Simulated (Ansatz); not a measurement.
# FeAs2 (Lollingite): how G0W0 depends on its starting point, part 2 of 2

Aim: G0W0 for FeAs2 (Lollingite) on several starting functionals, at one mesh, band count and screening cutoff.

Ansatz 0.2.0; G0W0 on several functionals, plane waves, PAW. Known limits of the many-body steps: not at the basis limit; no spin polarisation; d states lean on the start; no spin-orbit coupling; coarse k mesh.

So far. Step 2 (G0W0 on r2SCAN): The gap on the mesh goes from 0.60 eV to 0.55 eV, a correction of −0.05 eV, though a band edge has moved to another state.

In doubt: masses and optical values from hybrid runs of this build are listed as unsure (steps 3, 4), which bears on the screening that GW takes from such a start; one-shot GW on d or f shells is unsure, so the values of those runs are not to be relied on.

### Step 3. G0W0 on HSE06

One-shot GW remembers its start. Another functional's orbitals and levels show by how much.

This step: G0W0 on HSE06, plane waves, PAW.

Input file input.yaml:

```yaml
crystal:
  lattice:
    - [5.3012, 0.0, 0.0]
    - [0.0, 5.9858, 0.0]
    - [0.0, 0.0, 2.8822]
  atoms:
    - { symbol: Fe, position: [0.0, 0.0, 0.0] }
    - { symbol: Fe, position: [0.5, 0.5, 0.5] }
    - { symbol: As, position: [0.1763, 0.3624, 0.0] }
    - { symbol: As, position: [0.8237, 0.6376, 0.0] }
    - { symbol: As, position: [0.6763, 0.1376, 0.5] }
    - { symbol: As, position: [0.3237, 0.8624, 0.5] }
kpoints:
  mp_grid: { grid: [4, 4, 6] }
hamiltonian:
  xc: hse06
  pseudopotentials: { kind: paw, source: ansatz }
scf:
  occupations: { method: fixed }
gw:
  n_empty_bands: 543
  ecut_chi: 190.0
  qp_bands: [v2, c2]
  qp_kpoints: band_edges
  screening: { model: contour_deformation }
```

Launch:

```bash
> ansatz run input.yaml --threads 4 --pin off --max-ram 138240MiB --backend cuda --events-out ev --progress --plain --runs-dir out --devices 1 --max-vram 26GiB
```

Numbers of over 12 decimals in the logs are rounded to 6 here.

The log of the run:

```text
GPUs: using 1 of 1 available (devices: 1).
[...]
davidson cushion auto → on  (no smearing: the cushion is to keep the highest requested band from converging to the state above it; pin scf.eigensolver.cushion to override)
[...]
GPU FFT provider: cuFFT
GPU libraries: cuBLAS 13.8.2, cuFFT 12.4.0, cuSOLVER 12.3.4
Crystal: 6 atoms, lattice volume = 91.458 Å³
Basis set: ecut = 844 eV, 5069 PW (Γ)
Bands: 56, of which v1, the nominal top of the filled ones, is band 46 counted from 1 (45 counted from 0)
Symmetry: 8 space group operations
[...]
k-points: 36 of 96
[...]
GPU buffer pool allocated for 97200 grid points (all kernels)
[...]
SCF iter   1: F=—  HF=-28402.372553 eV  |F-HF|=—  |Δ(HF+E_count)|=         —  Δρ=2.67e-1  dr2=9.67e1  ethr=1.00e-1  ⟨swp⟩=4.8  Hψ=5517  notcnv=0
[...]
SCF iter  10: F=-28392.040957 eV  HF=-28392.040966 eV  |F-HF|=8.40e-6  |Δ(HF+E_count)|=   1.20e-3  Δρ=1.09e-4  dr2=7.74e-6  ethr=7.97e-9  ⟨swp⟩=4.0  Hψ=12443  notcnv=0
SCF 1 stopped early in 10 iterations: F = -28392.040957 eV  dr2 = 7.74e-6
[...]
GPU FFT provider: cuFFT
GPU libraries: cuBLAS 13.8.2, cuFFT 12.4.0, cuSOLVER 12.3.4
[...]
GPU buffer pool allocated for 97200 grid points (all kernels)
[...]
Free energy (F): -28391.999209 eV
Frozen-core exchange: fock
[...]
Internal energy: -28391.999209 eV  (E = F + TS)
E sigma→0 (E₀):  -28391.999209 eV
Fermi energy:    13.886156 eV
[...]
--- Band table (eV; the first three rows and the last of 36) ---
  k-point 0: bands = [... 42 lower, 12.9727, 12.9841, 13.1226, 13.4511, 16.6886, 17.3807, 19.2193, 19.8634]
  k-point 1: bands = [... 42 lower, 12.8283, 12.9524, 12.9568, 13.3742, 15.4678, 16.7477, 17.1415, 18.2566]
  k-point 2: bands = [... 42 lower, 12.5477, 12.7437, 12.7681, 13.3190, 15.4071, 15.6436, 16.4446, 16.6883]
  k-point 35: bands = [... 42 lower, 12.4239, 12.4239, 13.8862, 13.8862, 15.9548, 15.9548, 17.7175, 17.7175]
  guard bands above this table: 6 of the run's 56 bands. The solve was not asked for them (output.publish_guard_bands: true or output.eigenvalues: true publishes all)
[...]
0    45     13.1226   -26.9175     1.6885   -25.8044  0.7066    13.6940    13.6979  root
     0    46     13.4511   -32.8501     4.2054   -29.7806  0.6975    14.5696    14.5870  root
     0    47     16.6886   -23.2897    -4.5548   -28.1611  0.7176    17.0065    17.0052  root
     0    48     17.3807   -10.5946    -4.1796   -14.4656  0.7909    17.0731    17.0721  root
     1    45     12.9568   -25.7759     1.6234   -24.6709  0.7122    13.4718    13.4752  root
     1    46     13.3742   -32.8219     4.4116   -29.5650  0.6998    14.5103    14.5290  root
     1    47     15.4678   -17.4371    -4.2072   -21.6783  0.7409    15.5019    15.5019  root
     1    48     16.7477   -22.6273    -4.5061   -27.4183  0.7203    17.0337    17.0326  root
[...]
35    45     13.8862   -19.2782     1.5135   -17.7693  0.7840    13.8907    13.8907  root
    35    46     13.8862   -19.2782     1.5135   -17.7693  0.7840    13.8907    13.8907  root
    35    47     15.9548   -22.4505    -5.3842   -27.9741  0.6910    16.0945    16.0942  root
    35    48     15.9548   -22.4505    -5.3842   -27.9741  0.6910    16.0945    16.0942  root
```

It took 5.6 min on 1 × NVIDIA H100 80GB HBM3 (shared by 3 runs) with 4 threads of AMD EPYC 7R13 (Zen 3), shared host; peak memory 5.9 GiB.

Numbers from this step:

```
bands summed                                 : 589
RPA ε∞ on this mesh (eigenvalues)            : 14.17, 14.77, 14.99
plane waves in the screening matrix          : 549
q-points in the mesh                         : 96
G0W0 gap on the mesh                         : 0.9149 eV
k of the valence top                         : 0, 0, 0
k of the conduction bottom                   : 0, 0, 0.1667
starting gap on the mesh                     : 1.521 eV
Z at the valence top                         : 0.6975
Z at the conduction bottom                   : 0.7409
least direct G0W0 gap on the computed points : 0.9729 eV
```

Against the run with 4×4×6 mesh, 543 empty bands, screening to 190 eV, hard PAW files on r2SCAN, the gap moves by +0.37 eV, while the start moved by +0.92 eV.

### Step 4. G0W0 on PBE0

This step: G0W0 on PBE0, plane waves, PAW.

input.yaml, as its differences from that of step 3:

```diff
@@ -15,3 +15,3 @@
 hamiltonian:
-  xc: hse06
+  xc: pbe0
   pseudopotentials: { kind: paw, source: ansatz }
```

The log of the run:

```text
GPUs: using 1 of 1 available (devices: 1).
[...]
GPU FFT provider: cuFFT
GPU libraries: cuBLAS 13.8.2, cuFFT 12.4.0, cuSOLVER 12.3.4
Crystal: 6 atoms, lattice volume = 91.458 Å³
Basis set: ecut = 844 eV, 5069 PW (Γ)
Bands: 56, of which v1, the nominal top of the filled ones, is band 46 counted from 1 (45 counted from 0)
Symmetry: 8 space group operations
[...]
k-points: 36 of 96
[...]
1    47     15.8043   -17.2944    -4.1554   -21.2064  0.7599    15.5614    15.5610  root
     1    48     17.1093   -22.5342    -4.4641   -26.9983  0.7390    17.1092    17.1092  root
[...]
35    45     13.5482   -19.1823     1.4391   -18.0016  0.7984    13.8062    13.8066  root
    35    46     13.5482   -19.1823     1.4391   -18.0016  0.7984    13.8062    13.8066  root
    35    47     16.3400   -22.3364    -5.2812   -27.4643  0.7137    16.1870    16.1867  root
    35    48     16.3400   -22.3364    -5.2812   -27.4643  0.7137    16.1870    16.1867  root
[key lines of the parts left out:]
Free energy (F): -28392.232951 eV
Fermi energy:    13.548156 eV
```

It took 6.3 min on 1 × NVIDIA H100 80GB HBM3 (shared by 3 runs) with 4 threads; peak memory 5.9 GiB; 9.8 min of CPU time.

This step gave:

```yaml
bands_summed: 589
rpa_eps_infinity_on_this_mesh_eigenvalues: 12.04, 12.66, 12.76
plane_waves_in_the_screening_matrix: 549
g0w0_gap_on_the_mesh: 1.089 eV
k_of_the_valence_top: 0, 0, 0
k_of_the_conduction_bottom: 0, 0, 0.1667
starting_gap_on_the_mesh: 2.224 eV
least_direct_g0w0_gap_on_the_computed_points: 1.145 eV
```

Against the run with 4×4×6 mesh, 543 empty bands, screening to 190 eV, hard PAW files on HSE06, the gap moves by +0.17 eV, while the start moved by +0.70 eV.

### Step 5. The starts together

All on the 4×4×6 mesh with 543 empty bands and screening to 190 eV. Times are wall times on 1 × NVIDIA H100 80GB HBM3 (shared by 3 runs) with 4 threads of AMD EPYC 7R13 (Zen 3), shared host, good to a factor of about two.

```
 start  starting gap (eV)  shift (eV)  G0W0 gap (eV)  RPA ε∞ (harmonic mean)  Z (valence, conduction)     time
r2SCAN               0.60       −0.05           0.55                   21.64               0.66, 0.70  4.1 min
 HSE06               1.52       −0.61           0.91                   14.64               0.70, 0.74  5.6 min
  PBE0               2.22       −1.14           1.09                   12.48               0.72, 0.76  6.3 min
```

How the two edges are built up, in eV (the quasiparticle level is the starting level plus Σx plus Σc less Vxc):

```
   run               edge  start      Σx     Σc     Vxc     Z     QP
r2SCAN        valence top  14.25  -33.02   4.52  -29.15  0.66  14.90
r2SCAN  conduction bottom  15.12  -19.38  -3.44  -23.15  0.70  15.45
 HSE06        valence top  13.45  -32.85   4.21  -29.78  0.70  14.59
 HSE06  conduction bottom  15.47  -17.44  -4.21  -21.68  0.74  15.50
  PBE0        valence top  13.06  -32.80   4.11  -30.10  0.72  14.47
  PBE0  conduction bottom  15.80  -17.29  -4.16  -21.21  0.76  15.56
```

For a hybrid start, Vxc holds its share of exact exchange. Where G0W0 reorders the edges (r2SCAN, HSE06 and PBE0), the two states listed lie further apart at the start than the starting gap.

### Step 6. Summary of results

| Item | Value |
| --- | --- |
| G0W0@r2SCAN | 0.55 eV (start 0.60 eV) |
| G0W0@HSE06 | 0.91 eV (start 1.52 eV) |
| G0W0@PBE0 | 1.09 eV (start 2.22 eV) |
| known limits | not at the basis limit; no spin polarisation; d states lean on the start; no spin-orbit coupling; coarse k mesh |

What this shows: The starting gaps span 1.63 eV and the G0W0 gaps 0.54 eV. Between r2SCAN and PBE0, 0.54 eV of the 1.63 eV survives, 33 %. PBE0 screens less than r2SCAN (ε∞ 12.48 against 21.64). Of the 0.54 eV by which its G0W0 gap is higher, the correlation part gives −0.31 eV, and exchange with the one-particle terms, which follow the orbitals, +0.85 eV. On HSE06 and PBE0 the correction is negative: that start lies above its own G0W0 value. The smallest correction, −0.05 eV, is on r2SCAN, the start nearest to reproducing itself. Bands and cutoff are finite, so the gap is not at the basis limit. The miss can reach some tenths of an eV and take either sign; the mesh is an error of its own. The 4×4×6 mesh is coarse for this cell (its supercell is 17 Å along the shortest edge). The RPA ε∞ on it, from the r2SCAN start, is 20.28, 20.92 and 24.06; such meshes misread the long-range screening, most where the gap is narrow. The program warns that the mesh is coarse for exact exchange, which bears on the hybrid start's gap. The runs have no spin polarisation. For a closed low-spin shell that is the natural state; where a d or f shell is open it is a constraint, and the gap is then not the crystal's own. With d states at the gap, one-shot GW leans hard on its start. The many-body steps are scalar-relativistic: spin-orbit coupling is not in them.

[Paths, hosts, dates, memory and timing lines, banners, echoed tables and standing remarks are left out of the program output.]

[Logs are printed without paths, hosts, clocks, repeated set-up lines and the standing remarks that a program may print on its own settings, such as how far it seeks lower states.]

[Runs of the session that timed out or met a known fault of the program may be left out.]

[Cells called generated may have been cut or substituted from an entry of the Crystallography Open Database or the Materials Project.]

[Hosts, paths, dates, database ids (printed as entryN), source tags and the programs' standing remarks are cut or masked in the printed files.]
